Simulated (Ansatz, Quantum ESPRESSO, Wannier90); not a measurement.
# Ballistic channels from Wannier functions: zigzag Cu chain, bond 2.30 Å, width 1.2 Å, part 3 of 5

How many channels does the wire offer, and does a small Wannier basis get them right? The wire: zigzag Cu chain, bond 2.30 Å, width 1.2 Å.

Quantum ESPRESSO 7.5 and Wannier90 3.1.0; plane-wave DFT, LDA, GBRV ultrasoft pseudopotentials; cross-check by Ansatz 0.2.0 with PAW datasets.

So far. Step 2 (Ground state): The run needed 27 iterations to bring the estimated error under 1e-07 Ry; the largest force on any atom, held or free, is 0.67 eV/Å.

### 6. Wannier functions and transport

Level of this step: maximally localised Wannier functions and ballistic conductance; plane-wave DFT, LDA, GBRV ultrasoft pseudopotentials (Wannier90).

After disentangling and localising, transport_mode = bulk builds principal layers from hoppings within dist_cutoff and counts open channels.

wan.win reads:

```
num_wann = 12
num_bands = 37
num_iter = 200
num_print_cycles = 20
conv_tol = 1e-8
conv_window = 5
guiding_centres = true
dis_num_iter = 1500
dis_conv_tol = 1e-8
dis_win_min = -13.9255
dis_win_max = 6.0745
dis_froz_max = -1.4255
search_shells = 120
fermi_energy = -2.9255

transport = true
transport_mode = bulk
one_dim_axis = z
dist_cutoff = 19.52
dist_cutoff_mode = one_dim
tran_win_min = -4.0
tran_win_max = 2.0
tran_energy_step = 0.02

bands_plot = true
bands_num_points = 96
begin kpoint_path
G 0.0 0.0 0.0 Z 0.0 0.0 0.5
end kpoint_path

begin projections
Cu:s;d
end projections

begin unit_cell_cart
ang
  9.0000000000 0.0000000000 0.0000000000
  0.0000000000 8.0000000000 0.0000000000
  0.0000000000 0.0000000000 3.9242833741
end unit_cell_cart

begin atoms_frac
  Cu -0.0666666667 0.0000000000 0.0000000000
  Cu 0.0666666667 0.0000000000 0.5000000000
end atoms_frac

mp_grid = 1 1 10
begin kpoints
  0.0 0.0 0.0000000000
  0.0 0.0 0.1000000000
  0.0 0.0 0.2000000000
  0.0 0.0 0.3000000000
  0.0 0.0 0.4000000000
  0.0 0.0 0.5000000000
  0.0 0.0 0.6000000000
  0.0 0.0 0.7000000000
  0.0 0.0 0.8000000000
  0.0 0.0 0.9000000000
end kpoints
```

Command:

```
$ OMP_NUM_THREADS=1 wannier90.x wan > wan.run.log
```

Log:

```text
[banner, memory and clock lines left out]
+---------------------------------------------------+
             |                                                   |
             |                   WANNIER90                       |
             |                                                   |
             +---------------------------------------------------+
             |                                                   |
             |        Welcome to the Maximally-Localized         |
             |        Generalized Wannier Functions code         |
             |                             |
             |                                                   |
             |                                                   |
             |  Wannier90 Developer Group:                       |
             |    Giovanni Pizzi    (EPFL)                       |
             |    Valerio Vitale    (Cambridge)                  |
             |    David Vanderbilt  (Rutgers University)         |
             |    Nicola Marzari    (EPFL)                       |
             |    Ivo Souza         (Universidad del Pais Vasco) |
             |    Arash A. Mostofi  (Imperial College London)    |
             |    Jonathan R. Yates (University of Oxford)       |
             |                                                   |
             |  For the full list of Wannier90 3.x authors,      |
             |  please check the code documentation and the      |
             |  README on the GitHub page of the code            |
             |                                                   |
             |                                                   |
             |                                                   |
             |  [ref] "Wannier90 as a community code:            |
             |        new features and applications",            |
             |        165902 (2020).                             |
             |            |
             |                                                   |
             |  in any publications arising from the use of      |
             |                                                   |
             |  [ref] "Maximally Localized Generalised Wannier   |
             |         Functions for Composite Energy Bands"     |
             |         N. Marzari and D. Vanderbilt              |
             |         Phys. Rev. B 56 12847 (1997)              |
             |                                                   |
             |  [ref] "Maximally Localized Wannier Functions     |
             |         for Entangled Energy Bands"               |
             |         I. Souza, N. Marzari and D. Vanderbilt    |
             |         Phys. Rev. B 65 035109 (2001)             |
             |                                                   |
             |                                                   |
             | Copyright (c) 1996-2020                           |
             |        The Wannier90 Developer Group and          |
             |        individual contributors                    |
             |                                                   |
             |      Release: 3.1.0        5th March    2020      |
             |                                                   |
             | This program is free software; you can            |
             | redistribute it and/or modify it under the terms  |
             | of the GNU General Public License as published by |
             | the Free Software Foundation; either version 2 of |
             | the License, or (at your option) any later version|
             |                                                   |
             | This program is distributed in the hope that it   |
             | will be useful, but WITHOUT ANY WARRANTY; without |
             | even the implied warranty of MERCHANTABILITY or   |
             | FITNESS FOR A PARTICULAR PURPOSE. See the GNU     |
             | General Public License for more details.          |
             |                                                   |
             | You should have received a copy of the GNU General|
             | Public License along with this program; if not,   |
             | write to the Free Software Foundation, Inc.,      |
             | 675 Mass Ave, Cambridge, MA 02139, USA.           |
             |                                                   |
             +---------------------------------------------------+
[date or host left out]
             +---------------------------------------------------+

 ******************************************************************************
 * -> Using CODATA 2006 constant values                                       *
 *    (                      *
 * -> Using Bohr value from CODATA                                            *
 ******************************************************************************

 Running in serial (with parallel executable)

                                    ------
                                    SYSTEM
                                    ------

                              Lattice Vectors (Ang)
                    a_1     9.000000   0.000000   0.000000
                    a_2     0.000000   8.000000   0.000000
                    a_3     0.000000   0.000000   3.924283

                   Unit Cell Volume:     282.54840  (Ang^3)

                        Reciprocal-Space Vectors (Ang^-1)
                    b_1     0.698132   0.000000   0.000000
                    b_2     0.000000   0.785398   0.000000
                    b_3     0.000000   0.000000   1.601104

 *----------------------------------------------------------------------------*
 |   Site       Fractional Coordinate          Cartesian Coordinate (Ang)     |
 +----------------------------------------------------------------------------+
 | Cu   1  -0.06667   0.00000   0.00000   |   -0.60000   0.00000   0.00000    |
 | Cu   2   0.06667   0.00000   0.50000   |    0.60000   0.00000   1.96214    |
 *----------------------------------------------------------------------------*
                                ------------
                                K-POINT GRID
                                ------------

             Grid size =  1 x  1 x 10      Total points =   10

 *---------------------------------- MAIN ------------------------------------*
 |  Number of Wannier Functions               :                12             |
 |  Number of Objective Wannier Functions     :                12             |
 |  Number of input Bloch states              :                37             |
[...]
Delta: O_D=  0.2476938E-04 O_OD= -0.9990615E-04 O_TOT= -0.7513677E-04 <-- DLTA
 Cycle:     40
[...]
Sum of centres and spreads (  0.000000, -0.000000, 11.772850 )    12.10567909

     40    -0.274E-04     0.0187526925       12.1056790914       0.08  <-- CONV
        O_D=      0.2418360 O_OD=      0.6117038 O_TOT=     12.1056791 <-- SPRD
 Delta: O_D= -0.1420209E-03 O_OD=  0.1146152E-03 O_TOT= -0.2740566E-04 <-- DLTA
 Cycle:     60
[...]
Sum of centres and spreads (  0.000000, -0.000000, 11.772850 )    12.10498478

     60    -0.211E-04     0.0184051077       12.1049847846       0.11  <-- CONV
        O_D=      0.2388766 O_OD=      0.6139690 O_TOT=     12.1049848 <-- SPRD
 Delta: O_D= -0.1364025E-03 O_OD=  0.1153424E-03 O_TOT= -0.2106010E-04 <-- DLTA
 Cycle:     80
[...]
Sum of centres and spreads (  0.000000, -0.000000, 11.772850 )    12.10448700

     80    -0.337E-04     0.0231461246       12.1044870029       0.13  <-- CONV
        O_D=      0.2363965 O_OD=      0.6159513 O_TOT=     12.1044870 <-- SPRD
 Delta: O_D= -0.7547043E-04 O_OD=  0.4181818E-04 O_TOT= -0.3365225E-04 <-- DLTA
 Cycle:    100
[...]
Sum of centres and spreads (  0.000000, -0.000000, 11.772850 )    12.10418194

    100    -0.113E-04     0.0114249447       12.1041819435       0.15  <-- CONV
        O_D=      0.2345454 O_OD=      0.6174973 O_TOT=     12.1041819 <-- SPRD
 Delta: O_D= -0.8791542E-04 O_OD=  0.7656923E-04 O_TOT= -0.1134618E-04 <-- DLTA

 Writing checkpoint file wan.chk... done

 Cycle:    120
[...]
Sum of centres and spreads (  0.000000, -0.000000, 11.772850 )    12.10390885

    120    -0.803E-05     0.0119058844       12.1039088519       0.18  <-- CONV
        O_D=      0.2325363 O_OD=      0.6192333 O_TOT=     12.1039089 <-- SPRD
 Delta: O_D= -0.9881941E-04 O_OD=  0.9078721E-04 O_TOT= -0.8032197E-05 <-- DLTA
 Cycle:    140
[...]
Sum of centres and spreads (  0.000000, -0.000000, 11.772850 )    12.10371477

    140    -0.130E-04     0.0150784116       12.1037147707       0.20  <-- CONV
        O_D=      0.2309146 O_OD=      0.6206610 O_TOT=     12.1037148 <-- SPRD
 Delta: O_D= -0.4675456E-04 O_OD=  0.3372769E-04 O_TOT= -0.1302687E-04 <-- DLTA
 Cycle:    160
[...]
Sum of centres and spreads (  0.000000, -0.000000, 11.772850 )    12.10359417

    160    -0.454E-05     0.0073255560       12.1035941724       0.22  <-- CONV
        O_D=      0.2297016 O_OD=      0.6217534 O_TOT=     12.1035942 <-- SPRD
 Delta: O_D= -0.5889504E-04 O_OD=  0.5435926E-04 O_TOT= -0.4535776E-05 <-- DLTA
 Cycle:    180
[...]
Sum of centres and spreads (  0.000000, -0.000000, 11.772850 )    12.10348520

    180    -0.329E-05     0.0076311444       12.1034851961       0.25  <-- CONV
        O_D=      0.2283944 O_OD=      0.6229515 O_TOT=     12.1034852 <-- SPRD
 Delta: O_D= -0.6636357E-04 O_OD=  0.6307498E-04 O_TOT= -0.3288590E-05 <-- DLTA
 Cycle:    200
[...]
Sum of centres and spreads (  0.000000, -0.000000, 11.772850 )    12.10340541

    200    -0.535E-05     0.0096694944       12.1034054061       0.27  <-- CONV
        O_D=      0.2273302 O_OD=      0.6239360 O_TOT=     12.1034054 <-- SPRD
 Delta: O_D= -0.2823288E-04 O_OD=  0.2287818E-04 O_TOT= -0.5354702E-05 <-- DLTA

 Writing checkpoint file wan.chk... done

 Final State
[...]
WF centre and spread    5  ( -0.597943, -0.000000, -0.000000 )     0.45171937
  WF centre and spread    6  ( -0.594077, -0.000000,  0.000000 )     0.41854856
  WF centre and spread    7  (  0.647732,  0.000000,  1.962142 )     3.63969604
  WF centre and spread    8  (  0.585269,  0.000000,  1.962142 )     0.52993566
  WF centre and spread    9  (  0.600934, -0.000000,  1.962142 )     0.54039186
  WF centre and spread   10  (  0.591993, -0.000000,  1.962142 )     0.47141121
  WF centre and spread   11  (  0.597943, -0.000000,  1.962142 )     0.45171937
  WF centre and spread   12  (  0.594077, -0.000000,  1.962142 )     0.41854856
  Sum of centres and spreads (  0.000000, -0.000000, 11.772850 )    12.10340541

         Spreads (Ang^2)       Omega I      =    11.252139253
        ================       Omega D      =     0.227330203
                               Omega OD     =     0.623935950
    Final Spread (Ang^2)       Omega Total  =    12.103405406
 Time for wannierise            0.233 (sec)

 Writing checkpoint file wan.chk... done

 *---------------------------------------------------------------------------*
 |                               PLOTTING                                    |
 *---------------------------------------------------------------------------*

 Translated centres
    translation centre in fractional coordinate:  0.000000  0.000000  0.250000
  WF centre     1  ( -0.647732,  0.000000,  0.000000 )
  WF centre     2  ( -0.585269, -0.000000,  0.000000 )
  WF centre     3  ( -0.600934,  0.000000,  0.000000 )
  WF centre     4  ( -0.591993, -0.000000,  0.000000 )
  WF centre     5  ( -0.597943, -0.000000, -0.000000 )
  WF centre     6  ( -0.594077, -0.000000,  0.000000 )
  WF centre     7  (  0.647732,  0.000000,  1.962142 )
  WF centre     8  (  0.585269,  0.000000,  1.962142 )
  WF centre     9  (  0.600934, -0.000000,  1.962142 )
  WF centre    10  (  0.591993, -0.000000,  1.962142 )
  WF centre    11  (  0.597943, -0.000000,  1.962142 )
  WF centre    12  (  0.594077, -0.000000,  1.962142 )

 Calculating interpolated band-structure

 Time to calculate interpolated band structure       0.015 (sec)

 Time for plotting              0.018 (sec)

 *---------------------------------------------------------------------------*
 |                              TRANSPORT                                    |
 *---------------------------------------------------------------------------*

 Calculation of Quantum Conductance and DoS: bulk mode

 Maximum imaginary part of the real-space Hamiltonian:     0.000007

     Maximum real part of the real-space Hamiltonian at each lattice point
            Lattice point R           Max |H_ij(R)|
                  -6                     0.000000
                  -5                     0.005074
                  -4                     0.025525
                  -3                     0.028093
                  -2                     0.187581
                  -1                     1.244774
                   0                     4.517629
                   1                     1.244774
                   2                     0.187581
                   3                     0.028093
                   4                     0.025525
                   5                     0.005074
                   6                     0.000000

 Number of unit cells inside the principal layer:     5
 Number of Wannier Functions inside the principal layer:    60

 Calculating quantum conductance and density of states... done

 Time for transport             3.726 (sec)
 Total Execution Time           4.098 (sec)

 *===========================================================================*
 |                             TIMING INFORMATION                            |
 *===========================================================================*
 |    Tag                                                Ncalls      Time (s)|
 |---------------------------------------------------------------------------|
 |kmesh: get                                        :         1         0.012|
 |overlap: allocate                                 :         1         0.000|
 |overlap: read                                     :         1         0.066|
 |dis: main                                         :         1         0.038|
 |wann: main                                        :         1         0.233|
 |plot: main                                        :         1         0.018|
 |tran: main                                        :         1         3.726|
 *---------------------------------------------------------------------------*

 All done: wannier90 exiting
[key lines of the parts left out:]
|  Fermi energy (eV)                         :            -2.925             |
```

Run time: 4.5 s. Hardware: 1 MPI rank of Arm Neoverse V1, shared host; peak memory 0.09 GiB.

Numbers from this step:

```
lead channels at the Fermi level, one spin                                        : 1.0000
total spread                                                                      : 12.10 Å²
gauge-invariant spread                                                            : 11.25 Å²
largest misfit to plane-wave levels between mesh points, inside the frozen window : 0.01445 eV
```

Per spin. The quantum conductance of the perfect wire, open channels by energy, zero at the Fermi level:

```csv
energy (eV),"quantum conductance of the perfect wire, open channels"
-3.600,1.0e-9
-3.400,1.000
-3.200,1
-3.000,1
-2.800,1
-2.600,1
-2.400,1
-2.200,1.000
-2.000,1.000
-1.800,2
-1.600,2
-1.400,3.2e-5
-1.200,3
-1.020,2.96
-0.800,2.00
-0.600,1
-0.400,1
-0.200,1
0.000,1
0.200,1
0.400,1
0.600,1
0.800,1
1.000,1
1.200,1
1.400,2.00
1.600,2
1.800,2
2.000,2
```

Wannier functions:

| no. | x (Å) | y (Å) | z (Å) | spread (Å²) |
| --- | --- | --- | --- | --- |
| 1 | -0.6477 | 0 | 0 | 3.64 |
| 2 | -0.5853 | 0 | 0 | 0.5299 |
| 3 | -0.6009 | 0 | 0 | 0.5404 |
| 4 | -0.592 | 0 | 0 | 0.4714 |
| 5 | -0.5979 | 0 | 0 | 0.4517 |
| 6 | -0.5941 | 0 | 0 | 0.4185 |
| 7 | 0.6477 | 0 | 1.962 | 3.64 |
| 8 | 0.5853 | 0 | 1.962 | 0.5299 |
| 9 | 0.6009 | 0 | 1.962 | 0.5404 |
| 10 | 0.592 | 0 | 1.962 | 0.4714 |
| 11 | 0.5979 | 0 | 1.962 | 0.4517 |
| 12 | 0.5941 | 0 | 1.962 | 0.4185 |

Electronic bands along the path, in eV, zero at the Fermi level; # counts the bands kept:

```csv
point,#8,#9,#10,#11,#12
Γ,-1.06,-1.02,-0.94,-0.79,1.34
halfway,-1.14,-0.97,-0.84,-0.74,2.13
Z,-1.01,-0.95,-0.95,-0.01,-0.01
```

Bands and channels are those of the Wannier model: bands that were not projected, and all outside the frozen window, are missing or only approximate.

### 7. Neighbour list from wannier90 -pp, with dist_cutoff = 8.63

How much does a setting matter? One run is repeated with a change.

wan_w.win is the input of step 6 with these lines changed:

```diff
@@ -18,3 +18,3 @@
 one_dim_axis = z
-dist_cutoff = 19.52
+dist_cutoff = 8.63
 dist_cutoff_mode = one_dim
```

Command:

```
$ OMP_NUM_THREADS=1 wannier90.x -pp wan_w > wan_w.pp.log
```

It took 0.45 s on 1 MPI rank; peak memory 0.09 GiB.

### 8. Overlaps and projections

The same post-processing, on the changed run.

wan_w.p2w.in reads:

```
&inputpp
  prefix = 'nscf'
  outdir = './out'
  seedname = 'wan_w'
  write_mmn = .true.
  write_amn = .true.
  write_unk = .false.
/
```

Command:

```
$ OMP_NUM_THREADS=1 mpirun -n 2 pw2wannier90.x -in wan_w.p2w.in > wan_w.p2w.out
```

Wall time 6.9 s (2 MPI ranks); peak memory 0.14 GiB; 14 s of CPU time.

(Continued in part 4 of 5.)

[Logs are printed without paths, hosts, clocks, repeated set-up lines and the standing remarks that a program may print on its own settings, such as how far it seeks lower states.]

[Hosts, paths, dates, database ids (printed as entryN), source tags and the programs' standing remarks are cut or masked in the printed files.]

[Maps of the electrostatic potential energy from Ansatz leave out the sawtooth potential of an applied field or a dipole correction, so their vacuum need not be flat; planar profiles and work functions include it.]
